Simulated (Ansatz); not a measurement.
# NaCoS2, from a guessed structure to a relaxed one

This structure for NaCoS2 is made up. Its elements were placed in a known structure type with a cell scaled to their sizes. What cell does the guess relax to, and how far off was it?

Method: DFT, PBE, plane-wave PAW, files of the set soft_1, scalar-relativistic, ferromagnetic start, cell and ions relaxed at zero pressure; PAW set soft_1, in the first sound run; inputs show where later runs differ, in Ansatz 0.2.0.

## 1. The starting structure

It takes space group P6_3/mmc (No. 194, hexagonal). The conventional cell has a = 3.456 Å, b = 3.456 Å, c = 12.362 Å, α = 90.00°, β = 90.00°, γ = 120.00°. Nearest to Co lie 6 S at 2.34 Å. Nearest to S lie 3 Co at 2.34 Å and 3 Na at 2.74 Å. Na has 6 S at 2.74 Å nearest. Farther neighbours and most contacts between anions are not listed.

## 2. Relaxing cell and atoms

The guessed cell has no reason to be at equilibrium. It is relaxed with the atoms, within the space group of the guess.

File input.yaml:

```yaml
crystal:
  lattice:
    - [3.456, 0.0, 0.0]
    - [-1.728, 2.992983795, 0.0]
    - [0.0, 0.0, 12.362]
  atoms:
    - { symbol: Co, position: [0.0, 0.0, 0.0], spin: 2.0 }
    - { symbol: Co, position: [0.0, 0.0, 0.5], spin: 2.0 }
    - { symbol: S, position: [0.333333333, 0.666666667, 0.0983] }
    - { symbol: S, position: [0.666666667, 0.333333333, 0.9017] }
    - { symbol: S, position: [0.666666667, 0.333333333, 0.5983] }
    - { symbol: S, position: [0.333333333, 0.666666667, 0.4017] }
    - { symbol: Na, position: [0.333333333, 0.666666667, 0.75] }
    - { symbol: Na, position: [0.666666667, 0.333333333, 0.25] }
magnetization:
  spin_polarized: true
kpoints:
  mp_grid: { grid: [9, 9, 3] }
scf:
  occupations: { method: fermi_dirac, width: 0.05 }
hamiltonian:
  xc: pbe
  pseudopotentials: { kind: paw, azcp: { folder: soft_1 } }
relax:
  f_tol: 0.015
  max_steps: 70
  cell: {}
output:
  forces: true
  stress: true
```

Started as:

```sh
$ ansatz run input.yaml --threads 4 --pin off --max-ram 10240MiB --backend cpu --events-out ev --progress --plain --runs-dir out
```

Numbers of over 12 decimals in the logs are rounded to 6 here.

The log of the run:

```text
Engine: ansatz 0.2.0, x86_64-unknown-linux-gnu
Pseudopotentials: kind: paw
Pseudopotential: Co, paw, valence charge 17, recommended cutoff 420 eV (normal), soft_1/Co.paw.azcp
Pseudopotential: S, paw, valence charge 6, recommended cutoff 420 eV (normal), soft_1/S.paw.azcp
Pseudopotential: Na, paw, valence charge 9, recommended cutoff 420 eV (normal), soft_1/Na.paw.azcp
Functional definition: PBE
  parameter kappa = 0.804
  parameter beta = 0.066725
  exchange = pbe_x(kappa = kappa, mu = beta*pi^2/3)
  correlation = pbe_c(beta = beta)
Crystal: 8 atoms, lattice volume = 127.869 Å³
Basis set: ecut = 420 eV, 2495 PW (Γ), exchange–correlation on 48×48×180 points (8 copies of the dense FFT grid, shifted against one another)
Bands: 48, of which v1, the nominal top of the filled ones, is band 38 counted from 1 (37 counted from 0)
Symmetry: 24 space group operations
Space group: P63/mmc (ITA 194), of the structure as read, at distance tolerance 5.0e-5 Å
Magnetic group: BNS 194.263 (UNI 1493), of the structure as read, at distance tolerance 5.0e-5 Å
k-points: 24 of 243
Non-local potential: Co, projectors of the file, l = 0: 3, l = 1: 2, l = 2: 3, l = 3: 1
Non-local potential: S, projectors of the file, l = 0: 2, l = 1: 2, l = 2: 1
Non-local potential: Na, projectors of the file, l = 0: 3, l = 1: 2, l = 2: 1
PAW form: soft (Blöchl's): semilocal exchange-correlation on the pseudo side does not see the compensation charge
PAW one-centre angular grid: Co, 590 points (default); XC on 64 Gauss nodes
PAW one-centre angular grid: S, 110 points (default); XC on 64 Gauss nodes
PAW one-centre angular grid: Na, 110 points (default); XC on 64 Gauss nodes
Initial density: superposition of atomic densities (chi_scale 0.1, normalization cell, long waves kept (reshape's long-wave potential 0.13 eV rms))
Starting moments: Σ|m| = 4 μB on 2 of 8 sites
Initial wavefunctions: pseudopotential atomic-orbital guess
Functional: x = pbe(κ = 0.804, μ = 0.219515), c = pbe(β = 0.066725)
SCF iter   1: F=—  HF=-16836.877398 eV  |F-HF|=—  |Δ(HF+E_count)|=         —  Δρ=3.08e-2 (↑2.81e-2 ↓3.08e-2)  dr2=4.88e0  dr2_m=3.94e-2  M=3.574 μB ∫|m|=3.700 μB  β_m=0.30  ethr=3.10e-3  ⟨swp⟩=8.1  Hψ=9768  notcnv=0  defer=16
Mixer restart at iter 1: flushing history
preconditioner: auto → Kerker (q_TF=auto, 2.502 Å⁻¹)  [metal: Δε(μ)=0.001 eV  Ē_g=8.310 eV  σ=0.050 eV  W_gap=0.00  n_scr=38 (ndim 8)  ℏωp=21.8 eV  f_vac=0.000  D(μ)=14.90/eV (n_scr^D=228)]
spin=Collinear: Kerker preconditioning applied to the charge; magnetization (m = ρ↑ − ρ↓) channel mixes plain (no charge-response kernel on spin).
SCF iter   2: F=—  HF=-16836.659473 eV  |F-HF|=—  |Δ(HF+E_count)|=   2.18e-1  Δρ=2.79e-2 (↑1.95e-2 ↓2.79e-2)  dr2=2.90e0  dr2_m=1.40e-1  M=3.210 μB ∫|m|=3.460 μB  β_m=0.61  ethr=3.10e-3  ⟨swp⟩=2.0  Hψ=2945  notcnv=0  defer=105
SCF iter   3: F=—  HF=-16837.489149 eV  |F-HF|=—  |Δ(HF+E_count)|=   8.30e-1  Δρ=2.84e-2 (↑2.84e-2 ↓2.30e-2)  dr2=2.38e-1  dr2_m=7.25e-1  M=1.794 μB ∫|m|=2.618 μB  β_m=0.82  ethr=3.10e-3  ⟨swp⟩=3.0  Hψ=4294  notcnv=0  defer=121
SCF iter   4: F=—  HF=-16839.006513 eV  |F-HF|=—  |Δ(HF+E_count)|=         —  Δρ=7.47e-2 (↑6.11e-2 ↓7.47e-2)  dr2=3.00e-1  dr2_m=5.34e0  M=0.001 μB ∫|m|=0.326 μB  β_m=1.00  ethr=3.13e-4  ⟨swp⟩=3.1  Hψ=5102  notcnv=0  defer=146  κ⁻¹=7.5e-3(r=2)
SCF iter   5: F=—  HF=-16838.377612 eV  |F-HF|=—  |Δ(HF+E_count)|=   6.29e-1  Δρ=1.35e-2 (↑7.29e-3 ↓1.35e-2)  dr2=1.66e-1  dr2_m=9.18e-2  M=0.000 μB ∫|m|=0.088 μB  β_m=0.82  ethr=6.58e-5  ⟨swp⟩=3.0  Hψ=4995  notcnv=0  defer=146
SCF iter   6: F=—  HF=-16838.523542 eV  |F-HF|=—  |Δ(HF+E_count)|=   1.46e-1  Δρ=1.79e-2 (↑1.79e-2 ↓8.97e-3)  dr2=6.46e-1  dr2_m=2.72e-2  M=-0.000 μB ∫|m|=0.031 μB  β_m=0.26  ethr=6.58e-5  ⟨swp⟩=2.8  Hψ=4763  notcnv=0  defer=154  recentre
SCF iter   7: F=—  HF=-16838.394613 eV  |F-HF|=—  |Δ(HF+E_count)|=   1.29e-1  Δρ=4.51e-3 (↑2.19e-3 ↓4.51e-3)  dr2=5.95e-2  dr2_m=4.21e-3  M=0.000 μB ∫|m|=0.028 μB  β_m=0.46  ethr=6.58e-5  ⟨swp⟩=3.3  Hψ=5051  notcnv=0  defer=109
SCF iter   8: F=—  HF=-16838.431390 eV  |F-HF|=—  |Δ(HF+E_count)|=   3.68e-2  Δρ=4.63e-3 (↑4.18e-3 ↓4.63e-3)  dr2=4.71e-3  dr2_m=2.14e-2  M=-0.000 μB ∫|m|=0.025 μB  β_m=0.73  ethr=6.58e-5  ⟨swp⟩=2.5  Hψ=3800  notcnv=0  defer=108
SCF iter   9: F=—  HF=-16838.431754 eV  |F-HF|=—  |Δ(HF+E_count)|=   3.63e-4  Δρ=2.40e-3 (↑2.40e-3 ↓1.48e-3)  dr2=2.14e-2  dr2_m=3.95e-4  M=-0.000 μB ∫|m|=0.008 μB  β_m=0.84  ethr=6.19e-6  ⟨swp⟩=2.1  Hψ=4408  notcnv=0  defer=108
SCF iter  10: F=—  HF=-16838.431253 eV  |F-HF|=—  |Δ(HF+E_count)|=   5.00e-4  Δρ=3.23e-3 (↑1.93e-3 ↓3.23e-3)  dr2=4.43e-3  dr2_m=7.55e-3  M=0.000 μB ∫|m|=0.019 μB  β_m=0.91  ethr=6.19e-6  ⟨swp⟩=2.0  Hψ=3852  notcnv=0  defer=108
SCF iter  11: F=—  HF=-16838.431922 eV  |F-HF|=—  |Δ(HF+E_count)|=   6.69e-4  Δρ=9.11e-4 (↑9.11e-4 ↓7.18e-4)  dr2=9.53e-5  dr2_m=7.51e-4  M=0.000 μB ∫|m|=0.007 μB  β_m=0.96  ethr=5.83e-6  ⟨swp⟩=2.0  Hψ=3245  notcnv=0  defer=108
SCF iter  12: F=—  HF=-16838.431905 eV  |F-HF|=—  |Δ(HF+E_count)|=   1.75e-5  Δρ=2.87e-4 (↑1.49e-4 ↓2.87e-4)  dr2=5.02e-5  dr2_m=5.10e-5  M=-0.000 μB ∫|m|=0.001 μB  β_m=0.98  ethr=1.25e-7  ⟨swp⟩=2.6  Hψ=3871  notcnv=0  defer=108
SCF iter  13: F=—  HF=-16838.431888 eV  |F-HF|=—  |Δ(HF+E_count)|=   1.62e-5  Δρ=6.00e-5 (↑6.00e-5 ↓2.14e-5)  dr2=5.86e-6  dr2_m=1.51e-6  M=-0.000 μB ∫|m|=0.000 μB  β_m=0.99  ethr=6.60e-8  ⟨swp⟩=2.0  Hψ=3165  notcnv=0  defer=108
SCF iter  14: F=—  HF=-16838.431890 eV  |F-HF|=—  |Δ(HF+E_count)|=   1.41e-6  Δρ=9.72e-6 (↑9.72e-6 ↓7.70e-6)  dr2=9.47e-7  dr2_m=2.80e-9  M=-0.000 μB ∫|m|=0.000 μB  β_m=0.99  ethr=7.71e-9  ⟨swp⟩=2.0  Hψ=3043  notcnv=0  defer=108
SCF iter  15: F=—  HF=-16838.431890 eV  |F-HF|=—  |Δ(HF+E_count)|=   8.12e-8  Δρ=4.72e-6 (↑4.72e-6 ↓3.98e-6)  dr2=1.01e-7  dr2_m=2.75e-10  M=0.000 μB ∫|m|=0.000 μB  β_m=1.00  ethr=1.25e-9  ⟨swp⟩=2.0  Hψ=3136  notcnv=0  defer=108
SCF iter  16: F=—  HF=-16838.431890 eV  |F-HF|=—  |Δ(HF+E_count)|=   2.64e-8  Δρ=2.33e-6 (↑2.33e-6 ↓1.79e-6)  dr2=2.07e-8  dr2_m=1.12e-10  M=-0.000 μB ∫|m|=0.000 μB  β_m=1.00  ethr=1.33e-10  ⟨swp⟩=2.0  Hψ=3177  notcnv=0  defer=108
SCF iter  17: F=-16838.431890 eV  HF=-16838.431890 eV  |F-HF|=6.77e-10  |Δ(HF+E_count)|=   5.14e-9  Δρ=4.19e-7 (↑4.19e-7 ↓3.64e-7)  dr2=1.21e-9  dr2_m=9.48e-12  M=0.000 μB ∫|m|=0.000 μB  ethr=2.72e-11  ⟨swp⟩=2.0  Hψ=6976  notcnv=0
[...]
SCF 3 converged in 8 iterations: F = -16838.742959 eV  dr2 = 8.10e-9
  greatest PAW one-centre occupation: 1.000 electrons in one spin orbital (limit 2), on the Co atom at site 1 (counted from 0), in its partial waves of l = 0
relax step   3: F+E_penalty+E_count = -16838.74295916 eV  Δ(F+E_penalty+E_count) = -3.042e-2 eV  max|allowed force component| = 2.604e-2 eV/Å  Δτ_max = 0.0097 Å  P = +0.064 GPa  Ω = 132.337 Å³  energy of the carried Pulay correction = -1.184e-3 eV  (8 SCF iters, dr2 threshold 8.00e-7 eV, accepted)
[...]
relax step   4: F+E_penalty+E_count = -16838.74312635 eV  Δ(F+E_penalty+E_count) = -1.672e-4 eV  max|allowed force component| = 1.765e-3 eV/Å  Δτ_max = 0.0018 Å  P = -0.001 GPa  Ω = 132.381 Å³  energy of the carried Pulay correction = -1.196e-3 eV  (8 SCF iters, dr2 threshold 7.94e-8 eV, accepted)
Initial wavefunctions: pseudopotential atomic-orbital guess (no wavefunctions were taken with the density)
iter 1 solved again at ethr=9.98e-7 eV; its pass at ethr=3.10e-3 eV (dr2=7.59e-4 eV) is discarded
SCF iter   1: F=—  HF=-16838.743861 eV  |F-HF|=—  |Δ(HF+E_count)|=         —  Δρ=9.09e-5 (↑9.09e-5 ↓9.09e-5)  dr2=6.96e-6  dr2_m=1.87e-12  M=-0.000 μB ∫|m|=0.000 μB  β_m=0.65  ethr=9.98e-7  ⟨swp⟩=3.8  Hψ=16249  notcnv=0
preconditioner: auto → Resta (q_TF=auto, 2.487 Å⁻¹)  ε∞=4.6  [insulator: Δε(μ)=0.670 eV  Ē_g=12.706 eV  σ=0.050 eV  W_gap=1.00  n_scr=40 (ndim 8)  ℏωp=24.2 eV  f_vac=0.052  D(μ)=0.01/eV (n_scr^D=0)  ε∞_Penn≈4.6]
spin=Collinear: Resta preconditioning applied to the charge; magnetization (m = ρ↑ − ρ↓) channel mixes plain (no charge-response kernel on spin).
SCF iter   2: F=—  HF=-16838.744375 eV  |F-HF|=—  |Δ(HF+E_count)|=   5.14e-4  Δρ=3.41e-5 (↑3.41e-5 ↓3.41e-5)  dr2=5.56e-7  dr2_m=5.13e-13  M=0.000 μB ∫|m|=0.000 μB  β_m=0.48  ethr=9.16e-9  ⟨swp⟩=2.1  Hψ=3370  notcnv=0
SCF iter   3: F=—  HF=-16838.744423 eV  |F-HF|=—  |Δ(HF+E_count)|=   4.83e-5  Δρ=1.91e-5 (↑1.91e-5 ↓1.91e-5)  dr2=1.36e-7  dr2_m=1.67e-13  M=0.000 μB ∫|m|=0.000 μB  β_m=0.48  ethr=7.32e-10  ⟨swp⟩=2.0  Hψ=4140  notcnv=0
SCF iter   4: F=—  HF=-16838.744444 eV  |F-HF|=—  |Δ(HF+E_count)|=   2.15e-5  Δρ=9.95e-6 (↑9.95e-6 ↓9.95e-6)  dr2=1.06e-7  dr2_m=4.88e-14  M=0.000 μB ∫|m|=0.000 μB  β_m=0.74  ethr=1.79e-10  ⟨swp⟩=2.4  Hψ=3216  notcnv=0
SCF iter   5: F=—  HF=-16838.744451 eV  |F-HF|=—  |Δ(HF+E_count)|=   6.84e-6  Δρ=5.57e-6 (↑5.57e-6 ↓5.57e-6)  dr2=1.32e-7  dr2_m=8.88e-14  M=0.000 μB ∫|m|=0.000 μB  β_m=0.84  ethr=1.40e-10  ⟨swp⟩=2.0  Hψ=3340  notcnv=0
SCF iter   6: F=—  HF=-16838.744452 eV  |F-HF|=—  |Δ(HF+E_count)|=   6.23e-7  Δρ=2.12e-6 (↑2.12e-6 ↓2.11e-6)  dr2=1.98e-8  dr2_m=5.75e-14  M=0.000 μB ∫|m|=0.000 μB  β_m=0.80  ethr=1.40e-10  ⟨swp⟩=2.8  Hψ=4132  notcnv=0
SCF iter   7: F=—  HF=-16838.744452 eV  |F-HF|=—  |Δ(HF+E_count)|=   6.34e-8  Δρ=6.22e-7 (↑6.22e-7 ↓6.16e-7)  dr2=2.14e-9  dr2_m=1.78e-14  M=0.000 μB ∫|m|=0.000 μB  β_m=0.84  ethr=2.60e-11  ⟨swp⟩=2.2  Hψ=3950  notcnv=0
SCF iter   8: F=—  HF=-16838.744457 eV  |F-HF|=—  |Δ(HF+E_count)|=   5.36e-6  Δρ=2.68e-7 (↑2.68e-7 ↓2.67e-7)  dr2=3.61e-10  dr2_m=2.22e-15  M=0.000 μB ∫|m|=0.000 μB  β_m=0.78  ethr=2.82e-12  ⟨swp⟩=3.1  Hψ=4862  notcnv=0
SCF iter   9: F=—  HF=-16838.744457 eV  |F-HF|=—  |Δ(HF+E_count)|=  6.29e-10  Δρ=1.53e-7 (↑1.53e-7 ↓1.53e-7)  dr2=1.10e-10  dr2_m=1.61e-15  M=0.000 μB ∫|m|=0.000 μB  β_m=0.89  ethr=1.00e-12  ⟨swp⟩=2.2  Hψ=3032  notcnv=0
SCF iter  10: F=-16838.744457 eV  HF=-16838.744457 eV  |F-HF|=4.00e-11  |Δ(HF+E_count)|=  3.60e-10  Δρ=1.09e-7 (↑1.09e-7 ↓1.08e-7)  dr2=6.07e-11  dr2_m=8.12e-17  M=0.000 μB ∫|m|=0.000 μB  ethr=1.00e-12  ⟨swp⟩=3.3  Hψ=7580  notcnv=0
the starting moments were not kept: the SCF closed with an absolute magnetisation of 1.4e-8 μB, where they sum to 4 μB in size (2 sites). That is at most 0.1 of that sum. Measured as dr2_m measures the in/out step, that magnetisation stands 6.3e-17 eV from none, at or under the dr2_threshold of 8.0e-11 eV: it is no larger than a step whose dr2_m would equal this threshold.
SCF 5 converged in 10 iterations: F = -16838.744457 eV  dr2 = 6.07e-11
relax step   5: F+E_penalty+E_count = -16838.74445727 eV  Δ(F+E_penalty+E_count) = -1.331e-3 eV  max|allowed force component| = 1.924e-3 eV/Å  Δτ_max = 0.0000 Å  P = +0.004 GPa  Ω = 132.381 Å³  stress off target by 6.43e-3 GPa  SCF on the basis re-selected at this cell (its energy is not comparable with the rows above)  (10 SCF iters)
basis re-selected at this cell: Δ(F+E_penalty+E_count) = -1.331e-3 eV, ΔP = +0.005 GPa vs the last step (what re-selecting the basis moved, of the pressure what is left beyond the Pulay correction that the steps carried, after the strain that the cell walked since its last selection, with what the two solves' SCF thresholds leave and, on support functions, any second-order correction that the steps lacked; it is no m [...]
SCF converged after 10 iterations
Magnetization: 0.0000 μB (38.0000 up, 38.0000 down)
Absolute magnetization: 0.0000 μB (∫|ρ↑−ρ↓|, with the PAW one-centre terms)
Spin contamination: 0.0000 ħ² per cell (⟨S²⟩ above its minimum at these occupations)
Per-site moments (μB) at R_I (Å): [(3.409800676309001e-9, 0.946232), (3.4098007463883253e-9, 0.946232), (-1.3727052796157374e-9, 0.946232), (-1.3727053213739569e-9, 0.946232), (-1.3727053099660981e-9, 0.946232), (-1.3727053301113271e-9, 0.946232), (2.7298917316997913e-11, 1.185421), (2.729880946747546e-11, 1.185421)]
Free energy (F): -16838.744457 eV
Harris-Foulkes:  -16838.744457 eV  (|F-HF|=4.00e-11)
Internal energy: -16838.744305 eV  (E = F + TS)
E sigma→0 (E₀):  -16838.744381 eV
Entropy (-TS):   -0.000152 eV (-0.019 meV/atom)
Fermi energy:    8.564418 eV
--- Per-component energies (eV) ---
  E_band       = -1139.441983
  E_kinetic    = 1241.011045
  E_local      = -11966.110567  (includes V_loc(G=0)·N_el)
  E_nonlocal   = 1564.301936
  E_hartree    = 5018.976405
  E_xc         = -616.860369
  E_vxc        = -667.223539  (∫ρ·V_xc dr)
  E_paw        = -6166.151766  (= ΣΔE_a)
  E_vpaw       = -1349.374546  (= ΣTr[D̂ρ^β])
  E_aug_tail   = -0.000028  (compensation charges beyond the density's cutoff)
  E_ewald      = -5913.910960
  E_smearing   = -0.000152  (= −TS)
  E_closure    = -0.000000  (closes the sum)
  Σ components = -16838.744457   (vs F -16838.744457, Δ=0.00e0)
--- Forces (eV/Å), atoms counted from 1 ---
  atom   1  Co    -0.00000000     0.00000000    -0.00000000
  atom   2  Co     0.00000000     0.00000000     0.00000000
  atom   3  S      0.00000000     0.00000000    -0.00192381
  atom   4  S      0.00000000    -0.00000000     0.00192381
  atom   5  S      0.00000000    -0.00000000    -0.00192381
  atom   6  S      0.00000000     0.00000000     0.00192381
  atom   7  Na     0.00000000    -0.00000000     0.00000000
  atom   8  Na    -0.00000000     0.00000000     0.00000000
  max |Σ_I F_I| component: 1.73e-17 eV/Å
--- Stress (GPa, compression-positive) ---
        0.002717       0.000000       0.000000
       -0.000000       0.002717       0.000000
        0.000000       0.000000       0.006428
  P = ⅓ Tr σ = 0.0040 GPa (0.040 kbar)
--- Relaxed structure (4 steps of the walk, 4 accepted, 1 SCFs on fresh bases) ---
  F+E_penalty+E_count = -16838.74445727 eV   max|allowed force component| = 1.924e-3 eV/Å   (the final SCF, on the basis selected at the relaxed cell)
  cell:  # Å, volume = 132.3809 Å³
    - [3.455153, 0, 0.0]
    - [-1.727577, 2.992250, 0.0]
    - [0.0, 0.0, 12.804423]
  atoms:
    - { symbol: Co, position: [0, 0, 0] }
    - { symbol: Co, position: [0, 0, 0.500000] }
    - { symbol: S, position: [0.333333, 0.666667, 0.088447] }
    - { symbol: S, position: [0.666667, 0.333333, 0.911553] }
    - { symbol: S, position: [0.666667, 0.333333, 0.588447] }
    - { symbol: S, position: [0.333333, 0.666667, 0.411553] }
    - { symbol: Na, position: [0.333333, 0.666667, 0.750000] }
    - { symbol: Na, position: [0.666667, 0.333333, 0.250000] }
```

Wall time 14 s (4 threads of Intel Xeon 6975P-C (Granite Rapids), shared host); peak memory 0.65 GiB.

Relaxation path:

```tsv
step	energy less that of the first step (eV)	largest force component (eV/Å)	pressure (GPa)	volume (Å³)
1	0.0000	1.2575	-0.29	127.87
2	-0.2807	0.1000	-1.30	133.52
3	-0.3111	0.0260	0.06	132.34
4	-0.3112	0.0018	0.00	132.38
5*	-0.3126	0.0019	0.00	132.38
```

Relaxation steps marked * repeat the geometry before them on a plane-wave basis chosen anew for their cell, so energy and pressure can jump there.

The run keeps the 24 symmetry operations that it works with, so distortions that break them were not tested.

```tsv
conventional cell, symmetrised	before	after	change
a (Å)	3.456	3.455	-0.0 %
b (Å)	3.456	3.455	-0.0 %
c (Å)	12.362	12.804	+3.6 %
volume (Å³/atom)	15.98	16.55	+3.5 %
```

The atoms that moved most (Å, as changes of fractional coordinates times the final cell):

```tsv
atom	dx	dy	dz	length
S5	0.000	0.000	-0.126	0.126
S3	0.000	0.000	-0.126	0.126
S6	0.000	0.000	0.126	0.126
S4	0.000	0.000	0.126	0.126
```

This step gave:

```
free energy             : -16838.7445 eV
energy at zero smearing : -16838.7444 eV
Fermi energy            : 8.564 eV
gap by band count       : 0.6697 eV
electrons               : 76
symmetry operations     : 24
pressure                : 0.003954 GPa
```

The shortest distance of each pair, which need not be the same contact before and after:

```tsv
pair	guess (Å)	relaxed (Å)
Co–S	2.336	2.294
Na–S	2.738	2.874
S–S	3.145	3.018
Co–Co	3.456	3.455
Na–Na	3.456	3.455
```

The relaxation ends with a largest force component of 0.0019 eV/Å and a pressure of 0.00 GPa. The starting moments have collapsed: the run ends non-magnetic.

[end of part 1 of 2]

[Logs are printed without paths, hosts, clocks, repeated set-up lines and the standing remarks that a program may print on its own settings, such as how far it seeks lower states.]

[Hosts, paths, dates, database ids (printed as entryN), source tags and the programs' standing remarks are cut or masked in the printed files.]
